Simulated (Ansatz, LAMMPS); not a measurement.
# Glassy 68SiO2-14MgO-11ZnO-7BaO (mol %) (75 atoms): geometry optimisation, part 2 of 3

Aim: bring glassy 68SiO2-14MgO-11ZnO-7BaO (mol %) (75 atoms) to a nearby minimum of the energy and see what moves.

Ansatz 0.2.0; Kohn-Sham DFT, PBE, PAW (set soft_2), plane waves.

The cell: 19 Si, 4 Mg, 3 Zn, 2 Ba and 47 O. The quench rate of 25 K/ps is orders of magnitude faster than experiment. The network of bonds at the start is that of the classical potential that made the cell. Only the Γ point is sampled, in a cell whose shortest periodic width is 10 Å. Spin–orbit coupling is left out.

So far. Step 3 (Single point at the start): The r.m.s. force component of 0.92 eV/Å and the pressure of 1.1 GPa set the starting point.

### Step 4. Relaxation

The atoms are relaxed in the fixed cell, aiming at the force tolerance of the input.

The input, input.yaml:

```yaml
crystal:
  lattice:
    - [10.4854, 0.0, 0.0]
    - [0.0, 10.4854, 0.0]
    - [0.0, 0.0, 10.4854]
  atoms:
    [... the 75 atom lines of step 3 ...]
kpoints:
  mp_grid: { grid: [1, 1, 1] }
hamiltonian:
  xc: pbe
scf:
  occupations: { method: fixed }
output:
  forces: true
relax:
  f_tol: 0.05
  max_steps: 200
```

Started as:

```sh
ansatz run input.yaml --threads 4 --pin off --max-ram 8192MiB --backend cpu --events-out ev --progress --plain --runs-dir out
```

Numbers of over 12 decimals in the logs are rounded to 6 here.

The log of the run:

```text
[...]
Crystal: 75 atoms, lattice volume = 1152.803 Å³
Basis set: ecut = 420 eV, 22575 PW (Γ), exchange–correlation on 144×144×144 points (8 copies of the dense FFT grid, shifted against one another)
Bands: 302, of which v1, the nominal top of the filled ones, is band 227 counted from 1 (226 counted from 0)
Symmetry: 1 space group operations
[...]
k-points: 1
[...]
SCF iter   1: F=—  HF=-68376.117716 eV  |F-HF|=—  |Δ(HF+E_count)|=         —  Δρ=2.26e-3  dr2=1.15e-1  ethr=1.77e-3  ⟨swp⟩=5.0  Hψ=1048  notcnv=0  defer=72
[...]
SCF iter   3: F=—  HF=-68376.099779 eV  |F-HF|=—  |Δ(HF+E_count)|=   1.18e-3  Δρ=6.21e-4  dr2=8.09e-3  ethr=6.43e-6  ⟨swp⟩=3.0  Hψ=404  notcnv=0  defer=66
automatic band count: iteration 3 solves 295 bands in place of 302: the levels show a gap, and the empty bands left out lie too high to hold charge; the band table lists the bands solved (type scf.n_extra_bands for more)
SCF iter   4: F=—  HF=-68376.098585 eV  |F-HF|=—  |Δ(HF+E_count)|=   1.19e-3  Δρ=2.20e-4  dr2=7.32e-4  ethr=1.78e-6  ⟨swp⟩=2.0  Hψ=409  notcnv=0  defer=66
[...]
SCF iter   6: F=-68376.098629 eV  HF=-68376.098634 eV  |F-HF|=4.61e-6  |Δ(HF+E_count)|=   4.90e-6  Δρ=4.22e-5  dr2=1.86e-5  ethr=1.38e-8  ⟨swp⟩=3.0  Hψ=1144  notcnv=0
SCF 1 converged in 6 iterations: F = -68376.098629 eV  dr2 = 1.86e-5
[...]
relax step   1: F+E_penalty+E_count = -68376.09862898 eV  Δ(F+E_penalty+E_count) = +0.000e0 eV  max|allowed force component| = 2.517e0 eV/Å  Δτ_max = 0.0000 Å  (6 SCF iters, dr2 threshold 6.25e-5 eV, accepted)
[... from here on, the SCF cycles and remarks between the steps are left out ...]
relax step   2: F+E_penalty+E_count = -68377.99364449 eV  Δ(F+E_penalty+E_count) = -1.895e0 eV  max|allowed force component| = 1.349e0 eV/Å  Δτ_max = 0.1980 Å  (6 SCF iters, dr2 threshold 1.00e-4 eV, accepted)
relax step   3: F+E_penalty+E_count = -68379.14445299 eV  Δ(F+E_penalty+E_count) = -1.151e0 eV  max|allowed force component| = 6.992e-1 eV/Å  Δτ_max = 0.1913 Å  (6 SCF iters, dr2 threshold 1.00e-4 eV, accepted)
relax step   4: F+E_penalty+E_count = -68379.43043684 eV  Δ(F+E_penalty+E_count) = -2.860e-1 eV  max|allowed force component| = 8.036e-1 eV/Å  Δτ_max = 0.2000 Å  (6 SCF iters, dr2 threshold 1.00e-4 eV, accepted)
relax step   5: F+E_penalty+E_count = -68379.53939872 eV  Δ(F+E_penalty+E_count) = -1.090e-1 eV  max|allowed force component| = 3.977e-1 eV/Å  Δτ_max = 0.1430 Å  (6 SCF iters, dr2 threshold 1.00e-4 eV, accepted)
relax step   6: F+E_penalty+E_count = -68379.61044659 eV  Δ(F+E_penalty+E_count) = -7.105e-2 eV  max|allowed force component| = 3.916e-1 eV/Å  Δτ_max = 0.2000 Å  (7 SCF iters, dr2 threshold 3.87e-5 eV, accepted)
relax step   7: F+E_penalty+E_count = -68379.62710899 eV  Δ(F+E_penalty+E_count) = -1.666e-2 eV  max|allowed force component| = 2.837e-1 eV/Å  Δτ_max = 0.0982 Å  (6 SCF iters, dr2 threshold 3.76e-5 eV, accepted)
relax step   8: F+E_penalty+E_count = -68379.66404254 eV  Δ(F+E_penalty+E_count) = -3.693e-2 eV  max|allowed force component| = 1.915e-1 eV/Å  Δτ_max = 0.0865 Å  (6 SCF iters, dr2 threshold 4.22e-5 eV, accepted)
relax step   9: F+E_penalty+E_count = -68379.66664944 eV  Δ(F+E_penalty+E_count) = -2.607e-3 eV  max|allowed force component| = 1.726e-1 eV/Å  Δτ_max = 0.0333 Å  (6 SCF iters, dr2 threshold 1.67e-5 eV, accepted)
relax step  10: F+E_penalty+E_count = -68379.66982605 eV  Δ(F+E_penalty+E_count) = -3.177e-3 eV  max|allowed force component| = 1.992e-1 eV/Å  Δτ_max = 0.0186 Å  (5 SCF iters, dr2 threshold 1.36e-5 eV, accepted)
relax step  11: F+E_penalty+E_count = -68379.67309020 eV  Δ(F+E_penalty+E_count) = -3.264e-3 eV  max|allowed force component| = 3.779e-2 eV/Å  Δτ_max = 0.0118 Å  (4 SCF iters, dr2 threshold 3.22e-5 eV, accepted)
relax step  12: F+E_penalty+E_count = -68379.67309501 eV  Δ(F+E_penalty+E_count) = -4.807e-6 eV  max|allowed force component| = 3.736e-2 eV/Å  Δτ_max = 0.0000 Å  (5 SCF iters, accepted)
SCF converged after 5 iterations
Free energy (F): -68379.673095 eV
[...]
Internal energy: -68379.673095 eV  (E = F + TS)
E sigma→0 (E₀):  -68379.673095 eV
Fermi energy:    2.775665 eV
[...]
--- Forces (eV/Å), atoms counted from 1 ---
  atom   1  Si    -0.01415698     0.01127890     0.00231630
  atom   2  Si     0.00563047     0.00152998     0.00039761
  atom   3  Si     0.00828951     0.00553613    -0.00348176
  atom   4  Si     0.00016966     0.00615170    -0.00839059
  atom   5  Si    -0.00851083     0.00382012    -0.00844557
  atom   6  Si     0.00184286     0.00801393    -0.01976627
  atom   7  Si    -0.00456645     0.01336009    -0.00093115
  atom   8  Si     0.00819321     0.01813223     0.00146762
  atom   9  Si    -0.01204917    -0.00830279    -0.00974018
  atom  10  Si    -0.00525507     0.01212623     0.00455014
  atom  11  Si    -0.00417200    -0.00827795     0.00103582
  atom  12  Si     0.00463601     0.00792489     0.01369591
  atom  13  Si     0.03736220    -0.00622845    -0.02846559
  atom  14  Si    -0.00944437    -0.00003578     0.00914900
[...]
atom  74  O     -0.00997275     0.00807805    -0.01744577
  atom  75  O     -0.00998734    -0.00285882     0.00760892
  max |Σ_I F_I| component: 6.02e-5 eV/Å
--- Relaxed structure (12 steps of the walk, 12 accepted, 0 SCFs on fresh bases) ---
  F+E_penalty+E_count = -68379.67309501 eV   max|allowed force component| = 3.736e-2 eV/Å
  atoms:
    - { symbol: Si, position: [0.501582, 0.667402, 0.592664] }
    - { symbol: Si, position: [0.531967, 0.218915, 0.504575] }
    - { symbol: Si, position: [0.342285, 0.298093, 0.285237] }
    - { symbol: Si, position: [0.650680, 0.902060, 0.160254] }
[...]
- { symbol: O, position: [0.958334, 0.265003, 0.741192] }
```

Run time: 67 s. Hardware: 4 threads of Arm Neoverse V2, shared host; peak memory 1.3 GiB; 4.2 min of CPU time.

The steps of the relaxation:

```
step  energy less that of the first step (eV)  largest force component (eV/Å)
   1                                   0.0000                          2.5174
   2                                  -1.8950                          1.3494
   3                                  -3.0458                          0.6992
   4                                  -3.3318                          0.8036
   5                                  -3.4408                          0.3977
   6                                  -3.5118                          0.3916
   7                                  -3.5285                          0.2837
   8                                  -3.5654                          0.1915
   9                                  -3.5680                          0.1726
  10                                  -3.5712                          0.1992
  11                                  -3.5745                          0.0378
  12                                  -3.5745                          0.0374
```

The atoms that moved most (Å):

| atom | dx | dy | dz | length |
| --- | --- | --- | --- | --- |
| O40 | 0.057 | -0.137 | -0.341 | 0.372 |
| O64 | -0.316 | 0.067 | 0.057 | 0.328 |
| O30 | -0.040 | 0.287 | 0.053 | 0.295 |
| O45 | 0.116 | -0.081 | 0.229 | 0.269 |
| Zn26 | 0.110 | 0.189 | 0.136 | 0.258 |
| Mg20 | -0.010 | -0.237 | -0.094 | 0.256 |
| Ba28 | -0.210 | -0.090 | 0.034 | 0.231 |
| O34 | -0.044 | 0.173 | 0.145 | 0.230 |

The relaxation changed the energy by -47.7 meV/atom, and atoms moved by 0.15 Å r.m.s., 0.37 Å at most.

### Step 5. Structure statistics after relaxation

Density 2.67 g/cm³, 15.37 Å³ an atom.

g(r), total and by pair (bins of 0.2 Å):

| r (Å) | total | O-O | O-Si | O-Mg | O-Zn | O-Ba | Si-Si |
| --- | --- | --- | --- | --- | --- | --- | --- |
| 1.50 | 0.66 | 0.00 | 2.07 | 0.00 | 0.00 | 0.00 | 0.00 |
| 1.70 | 3.95 | 0.00 | 12.46 | 0.00 | 0.00 | 0.00 | 0.00 |
| 1.90 | 0.66 | 0.00 | 0.00 | 5.83 | 5.28 | 0.00 | 0.00 |
| 2.10 | 0.33 | 0.00 | 0.00 | 3.30 | 2.24 | 0.00 | 0.00 |
| 2.30 | 0.09 | 0.00 | 0.00 | 0.00 | 1.75 | 0.00 | 0.00 |
| 2.50 | 0.51 | 1.03 | 0.00 | 0.41 | 0.49 | 0.77 | 0.00 |
| 2.70 | 2.38 | 5.64 | 0.00 | 0.00 | 0.00 | 4.07 | 0.00 |
| 2.90 | 0.29 | 0.35 | 0.00 | 0.31 | 0.00 | 0.55 | 0.58 |
| 3.10 | 0.62 | 0.52 | 0.05 | 0.00 | 0.68 | 0.98 | 3.96 |
| 3.30 | 0.77 | 0.56 | 0.33 | 0.00 | 0.00 | 1.38 | 2.88 |
| 3.50 | 0.86 | 0.91 | 0.91 | 0.79 | 0.80 | 0.38 | 0.00 |
| 3.70 | 0.85 | 0.61 | 1.06 | 1.98 | 1.41 | 0.73 | 0.00 |
| 3.90 | 1.12 | 0.68 | 1.57 | 1.29 | 2.14 | 1.25 | 0.17 |
| 4.10 | 1.42 | 0.81 | 2.58 | 1.45 | 0.97 | 1.18 | 0.59 |
| 4.30 | 1.36 | 0.92 | 1.94 | 1.18 | 1.92 | 1.60 | 0.54 |
| 4.50 | 0.81 | 0.80 | 0.84 | 1.21 | 0.81 | 0.24 | 0.87 |
| 4.70 | 1.07 | 1.26 | 0.82 | 1.44 | 1.18 | 1.10 | 0.91 |
| 4.90 | 1.06 | 1.42 | 0.58 | 0.92 | 0.40 | 1.21 | 1.70 |
| 5.10 | 1.21 | 1.52 | 0.87 | 0.75 | 1.39 | 1.31 | 1.48 |

[end of part 2 of 3]

[Logs are printed without paths, hosts, clocks, repeated set-up lines and the standing remarks that a program may print on its own settings, such as how far it seeks lower states.]

[Hosts, paths, dates, database ids (printed as entryN), source tags and the programs' standing remarks are cut or masked in the printed files.]
